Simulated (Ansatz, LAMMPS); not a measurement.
# Which site? a vacancy of Ge in amorphous Ge (61 atoms)

Aim: make a vacancy of Ge at several sites of amorphous Ge (61 atoms), relax each, and compare their energies.

Calculated with Ansatz 0.2.0; Kohn-Sham DFT, PBE, PAW (set soft_1), plane waves; PAW set soft_1.

### Step 1. The system as given

The cell holds 61 atoms: 61 Ge. Cell: a = 11.144 Å, b = 11.144 Å, c = 11.144 Å, α = 90.0°, β = 90.0°, γ = 90.0°. 61 atoms (61 Ge) placed at random at 5.32 g/cm³, melted at 3500 K for 10 ps at fixed volume with the Tersoff potential (Tersoff, Phys. Rev. B 39, 5566 (1989)). Quenched from 3500 K to 300 K at 3 K/ps and fixed volume, annealed at 1000 K for 20 ps, held 5 ps, then minimised at fixed cell.

Limits known from the start: The quench rate of 3 K/ps is many orders above laboratory rates, so the cell is likely richer in defects and strain than a real sample. The network of bonds at the start is that of the classical potential that made the cell, and needn't be the one that DFT or experiment would give. Only the Γ point is sampled, in a cell whose shortest periodic width is 11 Å.

### Step 2. Single point at the start

The forces at the start show how far the geometry lies from a minimum of this functional.

Input file input.yaml:

```yaml
crystal:
  lattice:
    - [11.1439, 0.0, 0.0]
    - [0.0, 11.1439, 0.0]
    - [0.0, 0.0, 11.1439]
  atoms:
    - { symbol: Ge, position: [0.79334, 0.30008, 0.96301] }
    - { symbol: Ge, position: [0.71219, 0.06547, 0.62132] }
    - { symbol: Ge, position: [0.67984, 0.45357, 0.37175] }
    - { symbol: Ge, position: [0.34557, 0.491, 0.48974] }
    - { symbol: Ge, position: [0.88759, 0.09123, 0.36212] }
    - { symbol: Ge, position: [0.35929, 0.26759, 0.44904] }
    - { symbol: Ge, position: [0.13204, 0.35534, 0.2461] }
    - { symbol: Ge, position: [0.24026, 0.71167, 0.23198] }
    - { symbol: Ge, position: [0.19493, 0.3601, 0.73824] }
    - { symbol: Ge, position: [0.53519, 0.83615, 0.8398] }
    - { symbol: Ge, position: [0.35152, 0.51469, 0.94838] }
    - { symbol: Ge, position: [0.77007, 0.85737, 0.56646] }
    - { symbol: Ge, position: [0.52584, 0.95451, 0.40081] }
    - { symbol: Ge, position: [0.03628, 0.67817, 0.66546] }
    - { symbol: Ge, position: [0.87636, 0.44954, 0.46904] }
    - { symbol: Ge, position: [0.53969, 0.5756, 0.04174] }
    - { symbol: Ge, position: [0.00581, 0.27655, 0.41206] }
    - { symbol: Ge, position: [0.00457, 0.5334, 0.99831] }
    - { symbol: Ge, position: [0.56811, 0.86842, 0.20124] }
    - { symbol: Ge, position: [0.15791, 0.22249, 0.56172] }
    - { symbol: Ge, position: [0.78909, 0.82014, 0.18093] }
    - { symbol: Ge, position: [0.50584, 0.20343, 0.86601] }
    - { symbol: Ge, position: [0.67057, 0.12788, 0.4036] }
    - { symbol: Ge, position: [0.5432, 0.36579, 0.7183] }
    - { symbol: Ge, position: [0.85267, 0.19057, 0.74445] }
    - { symbol: Ge, position: [0.14211, 0.89357, 0.34573] }
    - { symbol: Ge, position: [0.57625, 0.22636, 0.21115] }
    - { symbol: Ge, position: [0.65303, 0.12721, 0.0227] }
    - { symbol: Ge, position: [0.84233, 0.99026, 0.04571] }
    - { symbol: Ge, position: [0.5752, 0.30508, 0.50219] }
    - { symbol: Ge, position: [0.70989, 0.45984, 0.81455] }
    - { symbol: Ge, position: [0.38975, 0.05994, 0.54179] }
    - { symbol: Ge, position: [0.52027, 0.03558, 0.72369] }
    - { symbol: Ge, position: [0.03284, 0.4967, 0.78027] }
    - { symbol: Ge, position: [0.81227, 0.62044, 0.07334] }
    - { symbol: Ge, position: [0.86854, 0.40212, 0.68134] }
    - { symbol: Ge, position: [0.85622, 0.77559, 0.74933] }
    - { symbol: Ge, position: [0.18413, 0.98076, 0.56085] }
    - { symbol: Ge, position: [0.18656, 0.65495, 0.02446] }
    - { symbol: Ge, position: [0.21087, 0.80886, 0.6987] }
    - { symbol: Ge, position: [0.99407, 0.63677, 0.45464] }
    - { symbol: Ge, position: [0.37162, 0.50269, 0.72022] }
    - { symbol: Ge, position: [0.68321, 0.42804, 0.14281] }
    - { symbol: Ge, position: [0.33389, 0.23757, 0.22421] }
    - { symbol: Ge, position: [0.17339, 0.54897, 0.3575] }
    - { symbol: Ge, position: [0.69499, 0.67378, 0.8846] }
    - { symbol: Ge, position: [0.46036, 0.68529, 0.21605] }
    - { symbol: Ge, position: [0.1632, 0.84525, 0.91101] }
    - { symbol: Ge, position: [0.16448, 0.21095, 0.9098] }
    - { symbol: Ge, position: [0.26901, 0.01469, 0.99959] }
    - { symbol: Ge, position: [0.91006, 0.84802, 0.37538] }
    - { symbol: Ge, position: [0.56302, 0.77279, 0.52784] }
    - { symbol: Ge, position: [0.01321, 0.31227, 0.05049] }
    - { symbol: Ge, position: [0.41271, 0.72486, 0.69246] }
    - { symbol: Ge, position: [0.52014, 0.59815, 0.40443] }
    - { symbol: Ge, position: [0.34798, 0.29682, 0.99792] }
    - { symbol: Ge, position: [0.49042, 0.96499, 0.01694] }
    - { symbol: Ge, position: [0.95968, 0.92548, 0.86899] }
    - { symbol: Ge, position: [0.05318, 0.09492, 0.74296] }
    - { symbol: Ge, position: [0.97722, 0.11799, 0.16091] }
    - { symbol: Ge, position: [0.18753, 0.05722, 0.19986] }
kpoints:
  mp_grid: { grid: [1, 1, 1] }
hamiltonian:
  xc: pbe
  pseudopotentials: { kind: paw, azcp: { folder: soft_1 } }
scf:
  occupations: { method: fermi_dirac, width: 0.05 }
output:
  forces: true
```

Launch:

```
ansatz run input.yaml --threads 4 --pin off --max-ram 8192MiB --backend cpu --events-out ev --progress --plain --runs-dir out
```

What it wrote:

```text
[...]
Pseudopotentials: kind: paw
Pseudopotential: Ge, paw, valence charge 14, recommended cutoff 420 eV (normal), soft_1/Ge.paw.azcp
[... 5 lines on functional and potentials left out ...]
Crystal: 61 atoms, lattice volume = 1383.922 Å³
Basis set: ecut = 420 eV, 27081 PW (Γ), exchange–correlation on 150×150×150 points (8 copies of the dense FFT grid, shifted against one another)
Bands: 488, of which v1, the nominal top of the filled ones, is band 427 counted from 1 (426 counted from 0)
Symmetry: 1 space group operations
Space group: P1 (ITA 1), of the structure as read, at distance tolerance 1.1e-4 Å
k-points: 1
[... 3 lines on functional and potentials left out ...]
Initial density: superposition of atomic densities (chi_scale 0.1, normalization cell)
Initial wavefunctions: pseudopotential atomic-orbital guess
[...]
SCF iter   1: F=—  HF=-261979.070220 eV  |F-HF|=—  |Δ(HF+E_count)|=         —  Δρ=3.08e-2  dr2=1.35e1  ethr=3.10e-3  ⟨swp⟩=6.0  Hψ=1758  notcnv=0
preconditioner: auto → LDOS  [insulator: Δε(μ)=0.145 eV  Ē_g=21.299 eV  σ=0.050 eV  W_gap=0.62  n_scr=364 (ndim 8)  ℏωp=29.2 eV  f_vac=0.030  D(μ)=14.13/eV (n_scr^D=56)  ε∞_Penn≈2.9  β→1.0]
[...]
SCF iter   9: F=—  HF=-261977.499948 eV  |F-HF|=—  |Δ(HF+E_count)|=   1.30e-6  Δρ=4.77e-6  dr2=6.29e-7  ethr=5.61e-10  ⟨swp⟩=2.0  Hψ=875  notcnv=0  defer=38
SCF iter  10: F=-261977.499948 eV  HF=-261977.499948 eV  |F-HF|=2.89e-8  |Δ(HF+E_count)|=   3.01e-7  Δρ=1.70e-6  dr2=7.53e-8  ethr=1.17e-11  ⟨swp⟩=4.0  Hψ=1466  notcnv=0
SCF 1 converged in 10 iterations: F = -261977.499948 eV  dr2 = 7.53e-8
[...]
SCF converged after 10 iterations
Free energy (F): -261977.499948 eV
Harris-Foulkes:  -261977.499948 eV  (|F-HF|=2.89e-8)
Internal energy: -261977.357421 eV  (E = F + TS)
E sigma→0 (E₀):  -261977.428684 eV
Entropy (-TS):   -0.142528 eV (-2.337 meV/atom)
Fermi energy:    8.308863 eV
--- Per-component energies (eV) ---
[...]
Σ components = -261977.499948   (vs F -261977.499948, Δ=0.00e0)
--- Forces (eV/Å), atoms counted from 1 ---
  atom   1  Ge     0.17664642     0.12568229    -0.38023373
  atom   2  Ge     0.19078952     0.45498436     0.20377228
  atom   3  Ge    -0.04497616    -0.02652595    -0.20240057
  atom   4  Ge    -0.59177761    -0.12395254     0.19476402
[...]
atom  61  Ge     0.19133372     0.06858451    -0.04132383
  max |Σ_I F_I| component: 7.66e-5 eV/Å
```

The job ended after 17 s (4 threads of Arm Neoverse V2, shared host; peak memory 2.1 GiB).

The column dr2 measures how far the density is from self-consistency, as an energy; F and HF (Harris–Foulkes) agree once it is small.

The r.m.s. force at the start is 0.26 eV/Å.

### Step 3. Relaxation

With the cell held, the atoms are moved downhill towards a nearby minimum.

Input file input.yaml:

```yaml
crystal:
  lattice:
    - [11.1439, 0.0, 0.0]
    - [0.0, 11.1439, 0.0]
    - [0.0, 0.0, 11.1439]
  atoms:
    [... the 61 atom lines of step 2 ...]
kpoints:
  mp_grid: { grid: [1, 1, 1] }
hamiltonian:
  xc: pbe
  pseudopotentials: { kind: paw, azcp: { folder: soft_1 } }
scf:
  occupations: { method: fermi_dirac, width: 0.05 }
output:
  forces: true
relax:
  f_tol: 0.05
  max_steps: 120
```

What it wrote:

```text
[...]
Crystal: 61 atoms, lattice volume = 1383.922 Å³
Basis set: ecut = 420 eV, 27081 PW (Γ), exchange–correlation on 150×150×150 points (8 copies of the dense FFT grid, shifted against one another)
Bands: 513, of which v1, the nominal top of the filled ones, is band 427 counted from 1 (426 counted from 0)
Symmetry: 1 space group operations
[...]
k-points: 1
[...]
SCF iter   1: F=—  HF=-261979.069159 eV  |F-HF|=—  |Δ(HF+E_count)|=         —  Δρ=3.08e-2  dr2=1.35e1  ethr=3.10e-3  ⟨swp⟩=6.0  Hψ=1834  notcnv=0
[...]
SCF iter   6: F=—  HF=-261977.499866 eV  |F-HF|=—  |Δ(HF+E_count)|=   4.97e-5  Δρ=1.03e-4  dr2=3.52e-4  ethr=3.85e-7  ⟨swp⟩=2.0  Hψ=874  notcnv=0  defer=63
SCF iter   7: F=-261977.499930 eV  HF=-261977.499938 eV  |F-HF|=8.21e-6  |Δ(HF+E_count)|=   7.22e-5  Δρ=3.42e-5  dr2=3.57e-5  ethr=7.32e-9  ⟨swp⟩=2.0  Hψ=1815  notcnv=0
SCF 1 converged in 7 iterations: F = -261977.499930 eV  dr2 = 3.57e-5
[...]
relax step   1: F+E_penalty+E_count = -261977.49992990 eV  Δ(F+E_penalty+E_count) = +0.000e0 eV  max|allowed force component| = 7.733e-1 eV/Å  Δτ_max = 0.0000 Å  (7 SCF iters, dr2 threshold 6.25e-5 eV, accepted)
[...]
relax step   2: F+E_penalty+E_count = -261978.49137844 eV  Δ(F+E_penalty+E_count) = -9.914e-1 eV  max|allowed force component| = 3.197e-1 eV/Å  Δτ_max = 0.1875 Å  (6 SCF iters, dr2 threshold 3.74e-5 eV, accepted)
[...]
relax step   3: F+E_penalty+E_count = -261978.71111434 eV  Δ(F+E_penalty+E_count) = -2.197e-1 eV  max|allowed force component| = 1.779e-1 eV/Å  Δτ_max = 0.1416 Å  (6 SCF iters, dr2 threshold 6.39e-6 eV, accepted)
relax step   4: F+E_penalty+E_count = -261978.79574064 eV  Δ(F+E_penalty+E_count) = -8.463e-2 eV  max|allowed force component| = 1.949e-1 eV/Å  Δτ_max = 0.1150 Å  (6 SCF iters, dr2 threshold 5.41e-6 eV, accepted)
relax step   5: F+E_penalty+E_count = -261978.86480859 eV  Δ(F+E_penalty+E_count) = -6.907e-2 eV  max|allowed force component| = 2.077e-1 eV/Å  Δτ_max = 0.1711 Å  (6 SCF iters, dr2 threshold 1.18e-5 eV, accepted)
relax step   6: F+E_penalty+E_count = -261978.93474121 eV  Δ(F+E_penalty+E_count) = -6.993e-2 eV  max|allowed force component| = 1.739e-1 eV/Å  Δτ_max = 0.1922 Å  (6 SCF iters, dr2 threshold 4.32e-5 eV, accepted)
relax step   7: F+E_penalty+E_count = -261978.99606400 eV  Δ(F+E_penalty+E_count) = -6.132e-2 eV  max|allowed force component| = 1.763e-1 eV/Å  Δτ_max = 0.1957 Å  (6 SCF iters, dr2 threshold 2.12e-5 eV, accepted)
relax step   8: F+E_penalty+E_count = -261979.02044425 eV  Δ(F+E_penalty+E_count) = -2.438e-2 eV  max|allowed force component| = 7.846e-2 eV/Å  Δτ_max = 0.0986 Å  (6 SCF iters, dr2 threshold 2.18e-5 eV, accepted)
relax step   9: F+E_penalty+E_count = -261979.03237081 eV  Δ(F+E_penalty+E_count) = -1.193e-2 eV  max|allowed force component| = 6.697e-2 eV/Å  Δτ_max = 0.0277 Å  (7 SCF iters, accepted)
relax step  10: F+E_penalty+E_count = -261979.03858274 eV  Δ(F+E_penalty+E_count) = -6.212e-3 eV  max|allowed force component| = 5.869e-2 eV/Å  Δτ_max = 0.0331 Å  (7 SCF iters, accepted)
relax step  11: F+E_penalty+E_count = -261979.04187881 eV  Δ(F+E_penalty+E_count) = -3.296e-3 eV  max|allowed force component| = 3.444e-2 eV/Å  Δτ_max = 0.0310 Å  (6 SCF iters, dr2 threshold 2.51e-6 eV, accepted)
[...]
relax step  12: F+E_penalty+E_count = -261979.04187926 eV  Δ(F+E_penalty+E_count) = -4.436e-7 eV  max|allowed force component| = 3.449e-2 eV/Å  Δτ_max = 0.0000 Å  (4 SCF iters, accepted)
SCF converged after 4 iterations
Free energy (F): -261979.041879 eV
[...]
Internal energy: -261979.002320 eV  (E = F + TS)
E sigma→0 (E₀):  -261979.022099 eV
Entropy (-TS):   -0.039560 eV (-0.649 meV/atom)
Fermi energy:    8.321666 eV
[...]
Σ components = -261979.041879   (vs F -261979.041879, Δ=0.00e0)
--- Forces (eV/Å), atoms counted from 1 ---
  atom   1  Ge     0.00315532     0.00007193     0.00677613
  atom   2  Ge     0.01591429    -0.01278012    -0.01062079
  atom   3  Ge     0.00277349     0.00692037    -0.00697328
  atom   4  Ge    -0.00056002    -0.00312117    -0.00303798
[...]
atom  61  Ge     0.01101195     0.00991922     0.00208937
  max |Σ_I F_I| component: 2.67e-5 eV/Å
--- Relaxed structure (12 steps of the walk, 12 accepted, 0 SCFs on fresh bases) ---
  F+E_penalty+E_count = -261979.04187926 eV   max|allowed force component| = 3.449e-2 eV/Å
  atoms:
    - { symbol: Ge, position: [0.795994, 0.327593, 0.969864] }
    - { symbol: Ge, position: [0.698616, 0.076633, 0.624593] }
    - { symbol: Ge, position: [0.679561, 0.467510, 0.368351] }
    - { symbol: Ge, position: [0.333859, 0.490636, 0.493771] }
[...]
- { symbol: Ge, position: [0.177304, 0.053850, 0.199593] }
```

Run time: 2.3 min. Hardware: 4 threads; peak memory 2.1 GiB.

The relaxation converged after 12 steps, 1.54 eV below its start, with a largest force component of 0.034 eV/Å.

### Step 4. Single point at the relaxed geometry

The electronic structure is read at the final geometry, in a run of its own.

Input file input.yaml:

```yaml
crystal:
  lattice:
    - [11.1439, 0.0, 0.0]
    - [0.0, 11.1439, 0.0]
    - [0.0, 0.0, 11.1439]
  atoms:
    - { symbol: Ge, position: [0.79599, 0.32759, 0.96986] }
    - { symbol: Ge, position: [0.69862, 0.07663, 0.62459] }
    - { symbol: Ge, position: [0.67956, 0.46751, 0.36835] }
    - { symbol: Ge, position: [0.33386, 0.49064, 0.49377] }
    - { symbol: Ge, position: [0.88358, 0.09416, 0.34691] }
    - { symbol: Ge, position: [0.387, 0.27531, 0.44445] }
    [... 49 atom lines left out ...]
    - { symbol: Ge, position: [0.35842, 0.30051, 0.0058] }
    - { symbol: Ge, position: [0.47935, 0.9685, 0.02924] }
    - { symbol: Ge, position: [0.95949, 0.90984, 0.86356] }
    - { symbol: Ge, position: [0.01018, 0.10475, 0.77752] }
    - { symbol: Ge, position: [0.97054, 0.12171, 0.14684] }
    - { symbol: Ge, position: [0.1773, 0.05385, 0.19959] }
kpoints:
  mp_grid: { grid: [1, 1, 1] }
hamiltonian:
  xc: pbe
  pseudopotentials: { kind: paw, azcp: { folder: soft_1 } }
scf:
  occupations: { method: fermi_dirac, width: 0.05 }
output:
  forces: true
  stress: true
  populations: true
  dos:
    method: { smearing: { sigma: 0.1 } }
    de: 0.1
    projected: { site_lists: { Ge: [Ge] } }
  eigenvalues: true
  write_density: true
  write_potential: true
  volumetric_format: npy
```

What it wrote:

```text
[...]
Crystal: 61 atoms, lattice volume = 1383.922 Å³
Basis set: ecut = 420 eV, 27081 PW (Γ), exchange–correlation on 150×150×150 points (8 copies of the dense FFT grid, shifted against one another)
Bands: 513, of which v1, the nominal top of the filled ones, is band 427 counted from 1 (426 counted from 0)
Symmetry: 1 space group operations
[...]
k-points: 1
[...]
SCF iter   1: F=—  HF=-261980.660777 eV  |F-HF|=—  |Δ(HF+E_count)|=         —  Δρ=3.07e-2  dr2=1.33e1  ethr=3.10e-3  ⟨swp⟩=6.0  Hψ=1828  notcnv=0
[...]
SCF iter  11: F=-261979.041882 eV  HF=-261979.041882 eV  |F-HF|=1.37e-8  |Δ(HF+E_count)|=   9.51e-8  Δρ=1.37e-6  dr2=5.99e-8  ethr=1.17e-11  ⟨swp⟩=13.0  Hψ=3594  notcnv=0
SCF 1 converged in 11 iterations: F = -261979.041882 eV  dr2 = 5.99e-8
[...]
SCF converged after 11 iterations
Free energy (F): -261979.041882 eV
[...]
Internal energy: -261979.002323 eV  (E = F + TS)
E sigma→0 (E₀):  -261979.022102 eV
Entropy (-TS):   -0.039559 eV (-0.649 meV/atom)
Fermi energy:    8.321647 eV
[...]
--- Forces (eV/Å), atoms counted from 1 ---
  atom   1  Ge     0.00304015     0.00015672     0.00692923
  atom   2  Ge     0.01568356    -0.01277153    -0.01035278
  atom   3  Ge     0.00271661     0.00687609    -0.00681909
  atom   4  Ge    -0.00075185    -0.00345287    -0.00297632
  atom   5  Ge    -0.00364683    -0.00149542     0.00172702
  atom   6  Ge    -0.00299181     0.00480834    -0.00096935
  atom   7  Ge     0.00175000     0.00505165    -0.00174198
  atom   8  Ge    -0.00424868    -0.00736135    -0.00588936
  atom   9  Ge    -0.00248254     0.02137444    -0.01623641
  atom  10  Ge     0.00094395     0.00118378    -0.00214898
  atom  11  Ge    -0.00101758     0.00209603     0.00140012
  atom  12  Ge    -0.00243986     0.00617350    -0.00103526
  atom  13  Ge     0.00032083     0.01045638    -0.00358403
  atom  14  Ge     0.00307903    -0.00145477     0.00069967
[...]
atom  60  Ge    -0.00167064    -0.00100710    -0.00497944
  atom  61  Ge     0.01130320     0.01025006     0.00180805
  max |Σ_I F_I| component: 3.52e-5 eV/Å
--- Stress (GPa, compression-positive) ---
        2.912104       1.018604       0.308010
        1.018604       2.885832       0.354305
        0.308010       0.354305       3.470987
  P = ⅓ Tr σ = 3.0896 GPa (30.896 kbar)
--- Band table (eV) ---
[...]
--- Löwdin populations: 61 sites ---
  site symbol       q [e]
     0     Ge     13.9267
     1     Ge     13.9288
     2     Ge     13.9397
[...]
60     Ge     13.9817
  spilling = 0.002155 (of n_electrons = 854.000000)
```

The job ended after 28 s (4 threads; peak memory 2.1 GiB; 1.8 min of CPU time).

Numbers from this run:

```
free energy                                      : -261979.0419 eV
free energy per atom                             : -4294.7384 eV/atom
SCF cycles                                       : 11
pressure                                         : 3.09 GPa
r.m.s. force component                           : 0.00638 eV/Å
longest force                                    : 0.03578 eV/Å
Fermi energy                                     : 8.322 eV
gap (highest filled to lowest empty level) : 0.3136 eV
levels partly filled by over 2 per cent          : 2
spilling of the projection                       : 0.002155
```

(Continued in part 2 of 2.)

[Long decimals in the printed logs are rounded to 6 places.]

[Logs are printed without paths, hosts, clocks, repeated set-up lines and the standing remarks that a program may print on its own settings, such as how far it seeks lower states.]

[Hosts, paths, dates, database ids (printed as entryN), source tags and the programs' standing remarks are cut or masked in the printed files.]
